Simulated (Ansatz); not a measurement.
# Ge wire along [110], 11 atoms a period, H-terminated: bands under strain, part 3 of 3

What gap, if any, does the Ge wire along [110], 11 atoms a period, H-terminated have, and how does it change under strain?

Ansatz 0.2.0; DFT PBE, plane waves, PAW; relaxation of a wire's period (the session's first sound run).

So far, band gap (eV): step 3 (the perfect wire) 1.68; step 4 (relaxing the atoms, period over the relaxed period 0.96, k-mesh …) 1.76; step 5 (relaxing the atoms, period over the relaxed period 0.98, k-mesh …) 1.74.

## Step 6: At a strained period, period over the relaxed period 1.02, k-mesh 1×1×15

Level of this step: DFT PBE, plane waves, PAW; relaxation at a fixed period (Ansatz).

The period is set to 1.02 times the relaxed one and the atoms relax within it: strain changes bond lengths and angles, which shifts the bands against each other. Against the first PBE run of this kind, the mesh along the wire has 15 points against 20.

The cell differs from the one that the last finished run ended in (c 4.020 → 4.184 Å).

The input, input.yaml:

```yaml
crystal:
  lattice:
    - [17.241, 0.0, 0.0]
    - [0.0, 15.457, 0.0]
    - [0.0, 0.0, 4.1843636903]
  atoms:
    - { symbol: H, position: [0.36611065, 0.776352122, 0.0] }
    - { symbol: H, position: [0.366967712, 0.354831875, 0.0] }
    - { symbol: Ge, position: [0.418949693, 0.437218388, 0.0] }
    - { symbol: Ge, position: [0.664517313, 0.305094275, 0.0] }
    - { symbol: H, position: [0.716508945, 0.222843567, 0.0] }
    - { symbol: Ge, position: [0.746826981, 0.434279599, 0.0] }
    - { symbol: H, position: [0.801036303, 0.434491587, 0.297677163] }
    - { symbol: H, position: [0.200529608, 0.646184604, 0.5] }
    - { symbol: H, position: [0.200652944, 0.484836061, 0.5] }
    - { symbol: Ge, position: [0.253955619, 0.565536631, 0.5] }
    - { symbol: Ge, position: [0.498477717, 0.694305314, 0.5] }
    - { symbol: Ge, position: [0.50017319, 0.43484339, 0.5] }
    - { symbol: H, position: [0.53191322, 0.223791329, 0.5] }
    - { symbol: H, position: [0.550829115, 0.776321055, 0.5] }
    - { symbol: Ge, position: [0.584364273, 0.30563547, 0.5] }
    - { symbol: Ge, position: [0.582828933, 0.56547201, 0.5] }
    - { symbol: H, position: [0.801036303, 0.434491587, 0.702322837] }
    - { symbol: Ge, position: [0.334016435, 0.565646512, 0.0] }
    - { symbol: Ge, position: [0.418270645, 0.694176418, 0.0] }
    - { symbol: Ge, position: [0.663987907, 0.563520103, 0.0] }
    - { symbol: H, position: [0.715858387, 0.645916351, 0.0] }
kpoints:
  mp_grid: { grid: [1, 1, 15] }
  band_path: { path: ["Γ", Z], npoints: 90 }
scf:
  occupations: { method: fermi_dirac, width: 0.05 }
hamiltonian:
  xc: pbe
relax:
  max_steps: 40
  f_tol: 0.02
output:
  stress: true
```

The run is started by

```bash
> ansatz run input.yaml --threads 4 --pin off --max-ram 16384MiB --backend cpu --events-out ev --progress --plain --runs-dir out
```

Numbers of over 12 decimals in the logs are rounded to 6 here.

The program printed:

```text
[...]
Crystal: 21 atoms, lattice volume = 1115.108 Å³
Basis set: ecut = 420 eV, 21687 PW (Γ), exchange–correlation on 240×216×60 points (8 copies of the dense FFT grid, shifted against one another)
Bands: 103, of which v1, the nominal top of the filled ones, is band 82 counted from 1 (81 counted from 0)
Symmetry: 2 space group operations
[...]
- { symbol: H, position: [0.550336, 0.776188, 0.5] }
    - { symbol: Ge, position: [0.584399, 0.305907, 0.5] }
    - { symbol: Ge, position: [0.582862, 0.565533, 0.5] }
    - { symbol: H, position: [0.799375, 0.434832, 0.706052] }
    - { symbol: Ge, position: [0.334705, 0.565375, 0.0] }
    - { symbol: Ge, position: [0.419256, 0.693800, 0.0] }
    - { symbol: Ge, position: [0.662622, 0.563768, 0.0] }
    - { symbol: H, position: [0.714691, 0.646065, 0.0] }
[key lines of the parts left out:]
SCF converged after 3 iterations
Free energy (F): -47401.105578 eV
Fermi energy:    -1.295819 eV
P = ⅓ Tr σ = -0.1996 GPa (-1.996 kbar)
```

Wall time 1.9 min (4 threads of Intel Xeon Platinum 8559C (Emerald Rapids), shared host); peak memory 6.3 GiB; 7.4 min of CPU time.

The steps of the relaxation:

```
step  energy less that of the first step (eV)  largest force component (eV/Å)
   1                                   0.0000                          0.2643
   2                                  -0.0117                          0.0916
   3                                  -0.0138                          0.0119
   4                                  -0.0138                          0.0119
```

The run keeps the 2 symmetry operations that it works with, so distortions that break them were not tested.

The atoms that moved most (Å):

```
atom      dx      dy      dz  length
Ge10   0.037  -0.006   0.000   0.038
  H9   0.035  -0.005   0.000   0.036
  H8   0.033  -0.008   0.000   0.034
 H17  -0.029   0.005   0.016   0.033
  H7  -0.029   0.005  -0.016   0.033
 Ge4  -0.024   0.005   0.000   0.025
Ge20  -0.024   0.004   0.000   0.024
 Ge6  -0.022   0.004   0.000   0.022
```

The relaxed structure:

```cif
data_structure
_symmetry_space_group_name_H-M 'P 1'
_symmetry_Int_Tables_number 1
_cell_length_a 17.2410
_cell_length_b 15.4570
_cell_length_c 4.1844
_cell_angle_alpha 90.000
_cell_angle_beta 90.000
_cell_angle_gamma 90.000
_cell_volume 1115.11
loop_
_atom_site_label
_atom_site_type_symbol
_atom_site_fract_x
_atom_site_fract_y
_atom_site_fract_z
_atom_site_occupancy
H1 H 0.36691 0.77589 0.00000 1
H2 H 0.36810 0.35473 0.00000 1
Ge3 Ge 0.42008 0.43718 0.00000 1
Ge4 Ge 0.66312 0.30539 0.00000 1
H5 H 0.71540 0.22333 0.00000 1
Ge6 Ge 0.74555 0.43454 0.00000 1
H7 H 0.79938 0.43483 0.29395 1
H8 H 0.20242 0.64566 0.50000 1
H9 H 0.20270 0.48449 0.50000 1
Ge10 Ge 0.25611 0.56517 0.50000 1
Ge11 Ge 0.49802 0.69408 0.50000 1
Ge12 Ge 0.49990 0.43498 0.50000 1
H13 H 0.53187 0.22406 0.50000 1
H14 H 0.55034 0.77619 0.50000 1
Ge15 Ge 0.58440 0.30591 0.50000 1
Ge16 Ge 0.58286 0.56553 0.50000 1
H17 H 0.79938 0.43483 0.70605 1
Ge18 Ge 0.33470 0.56537 0.00000 1
Ge19 Ge 0.41926 0.69380 0.00000 1
Ge20 Ge 0.66262 0.56377 0.00000 1
H21 H 0.71469 0.64606 0.00000 1
```

The gap is 1.61 eV, against 1.68 eV under PBE at the relaxed period.

## Step 7: Strain along the wire, period over the relaxed period 1.04, k-mesh 1×1×15

The period is set to 1.04 times the relaxed one and the atoms relax within it: strain changes bond lengths and angles, which shifts the bands against each other. Against the first PBE run of this kind, the mesh along the wire has 15 points against 20.

The cell differs from the one that the last finished run ended in (c 4.184 → 4.266 Å).

Edit input.yaml of step 6 so:

```diff
@@ -4,3 +4,3 @@
     - [0.0, 15.457, 0.0]
-    - [0.0, 0.0, 4.1843636903]
+    - [0.0, 0.0, 4.2664100372]
   atoms:
```

The program printed:

```text
[...]
Crystal: 21 atoms, lattice volume = 1136.973 Å³
Basis set: ecut = 420 eV, 22177 PW (Γ), exchange–correlation on 240×216×60 points (8 copies of the dense FFT grid, shifted against one another)
Bands: 103, of which v1, the nominal top of the filled ones, is band 82 counted from 1 (81 counted from 0)
Symmetry: 2 space group operations
[...]
- { symbol: H, position: [0.549655, 0.776432, 0.500000] }
    - { symbol: Ge, position: [0.584552, 0.305894, 0.500000] }
    - { symbol: Ge, position: [0.582555, 0.565766, 0.500000] }
    - { symbol: H, position: [0.797955, 0.434998, 0.710390] }
    - { symbol: Ge, position: [0.335476, 0.565227, -1.323793105900955e-19] }
    - { symbol: Ge, position: [0.419961, 0.693855, 0] }
    - { symbol: Ge, position: [0.661048, 0.563676, 0] }
    - { symbol: H, position: [0.713186, 0.645969, 0] }
[key lines of the parts left out:]
SCF converged after 5 iterations
Free energy (F): -47400.986462 eV
Fermi energy:    -1.513455 eV
P = ⅓ Tr σ = -0.3775 GPa (-3.775 kbar)
```

Elapsed: 1.8 min, on 4 threads; peak memory 6.4 GiB; 7.2 min of CPU time.

The steps of the relaxation:

```
step  energy less that of the first step (eV)  largest force component (eV/Å)
   1                                   0.0000                          0.5042
   2                                  -0.0386                          0.1769
   3                                  -0.0508                          0.0303
   4                                  -0.0509                          0.0105
```

The run keeps the 2 symmetry operations that it works with, so distortions that break them were not tested.

The atoms that moved most (Å):

```
atom      dx      dy      dz  length
Ge10   0.073  -0.009   0.000   0.073
  H9   0.069  -0.009   0.000   0.070
  H8   0.064  -0.014   0.000   0.066
  H7  -0.053   0.008  -0.034   0.064
 H17  -0.053   0.008   0.034   0.064
Ge20  -0.051   0.002   0.000   0.051
 H21  -0.046   0.001   0.000   0.046
 Ge4  -0.044   0.005   0.000   0.044
```

The relaxed structure:

```xyz
21
Lattice="17.2410 0.0000 0.0000 0.0000 15.4570 0.0000 0.0000 0.0000 4.2664" Properties=species:S:1:pos:R:3
H     6.3353   11.9927    0.0000
H     6.3690    5.4813    0.0000
Ge    7.2630    6.7581    0.0000
Ge   11.4133    4.7212    0.0000
H    12.3197    3.4554    0.0000
Ge   12.8347    6.7189    0.0000
H    13.7575    6.7238    1.2356
H     3.5215    9.9745    2.1332
H     3.5287    7.4853    2.1332
Ge    4.4511    8.7322    2.1332
Ge    8.5761   10.7301    2.1332
Ge    8.6174    6.7223    2.1332
H     9.1727    3.4621    2.1332
H     9.4766   12.0013    2.1332
Ge   10.0783    4.7282    2.1332
Ge   10.0438    8.7450    2.1332
H    13.7575    6.7238    3.0308
Ge    5.7839    8.7367    0.0000
Ge    7.2405   10.7249    0.0000
Ge   11.3971    8.7127    0.0000
H    12.2960    9.9847    0.0000
```

The gap is 1.50 eV, against 1.68 eV under PBE at the relaxed period.

## Step 8: At a strained period, period over the relaxed period 1.06, k-mesh 1×1×14

The period is set to 1.06 times the relaxed one and the atoms relax within it: strain changes bond lengths and angles, which shifts the bands against each other. Against the first PBE run of this kind, the mesh along the wire has 14 points against 20.

The cell differs from the one that the last finished run ended in (c 4.266 → 4.348 Å).

Edit input.yaml of step 7 so:

```diff
@@ -4,3 +4,3 @@
     - [0.0, 15.457, 0.0]
-    - [0.0, 0.0, 4.2664100372]
+    - [0.0, 0.0, 4.3484563841]
   atoms:
@@ -28,3 +28,3 @@
 kpoints:
-  mp_grid: { grid: [1, 1, 15] }
+  mp_grid: { grid: [1, 1, 14] }
   band_path: { path: ["Γ", Z], npoints: 90 }
```

The program printed:

```text
[...]
Crystal: 21 atoms, lattice volume = 1158.838 Å³
Basis set: ecut = 420 eV, 22669 PW (Γ), exchange–correlation on 240×216×60 points (8 copies of the dense FFT grid, shifted against one another)
Bands: 103, of which v1, the nominal top of the filled ones, is band 82 counted from 1 (81 counted from 0)
Symmetry: 2 space group operations
[...]
- { symbol: H, position: [0.549134, 0.776483, 0.5] }
    - { symbol: Ge, position: [0.584656, 0.305995, 0.5] }
    - { symbol: Ge, position: [0.582303, 0.565893, 0.5] }
    - { symbol: H, position: [0.796585, 0.435262, 0.714806] }
    - { symbol: Ge, position: [0.336217, 0.565035, 0.0] }
    - { symbol: Ge, position: [0.420744, 0.693727, 0.0] }
    - { symbol: Ge, position: [0.659534, 0.563717, 0.0] }
    - { symbol: H, position: [0.711750, 0.646002, 0.0] }
[key lines of the parts left out:]
SCF converged after 7 iterations
Free energy (F): -47400.800430 eV
Fermi energy:    -1.713825 eV
P = ⅓ Tr σ = -0.5294 GPa (-5.294 kbar)
```

It took 1.9 min on 4 threads; peak memory 6.5 GiB.

The gap is 1.39 eV, against 1.68 eV under PBE at the relaxed period.

## Step 9: Side by side

Times are for 4 threads of Intel Xeon Platinum 8559C (Emerald Rapids), shared host. The runs compared:

```
no.  period over the relaxed period  k-mesh  pressure (GPa)  band gap (eV)     time  memory (GiB)
  1                            0.96  1×1×16          0.4773          1.759  1.9 min           6.0
  2                            0.98  1×1×15          0.2221          1.737  1.8 min           6.0
  3                            1.02  1×1×15         -0.1996          1.606  1.9 min           6.3
  4                            1.04  1×1×15         -0.3775          1.503  1.8 min           6.4
  5                            1.06  1×1×14         -0.5294          1.394  1.9 min           6.5
```

## Step 10: Results

| Quantity | Value |
| --- | --- |
| cell length, PBE | 4.102 Å |
| gap, PBE | 1.68 eV |
| gap, period scaled by 0.96 | 1.76 eV |
| gap, period scaled by 0.98 | 1.74 eV |
| gap, period scaled by 1.02 | 1.61 eV |
| gap, period scaled by 1.04 | 1.50 eV |
| gap, period scaled by 1.06 | 1.39 eV |

In words: Under PBE the cell's length is 4.10 Å, and a gap of 1.68 eV makes it a semiconductor. Strain matters: under PBE the gap goes from 1.68 eV to 1.76 eV at 0.96 times the period, 1.74 eV at 0.98 times the period, 1.61 eV at 1.02 times the period, 1.50 eV at 1.04 times the period and 1.39 eV at 1.06 times the period.

[Logs are printed without paths, hosts, clocks, repeated set-up lines and the standing remarks that a program may print on its own settings, such as how far it seeks lower states.]

[Hosts, paths, dates, database ids (printed as entryN), source tags and the programs' standing remarks are cut or masked in the printed files.]
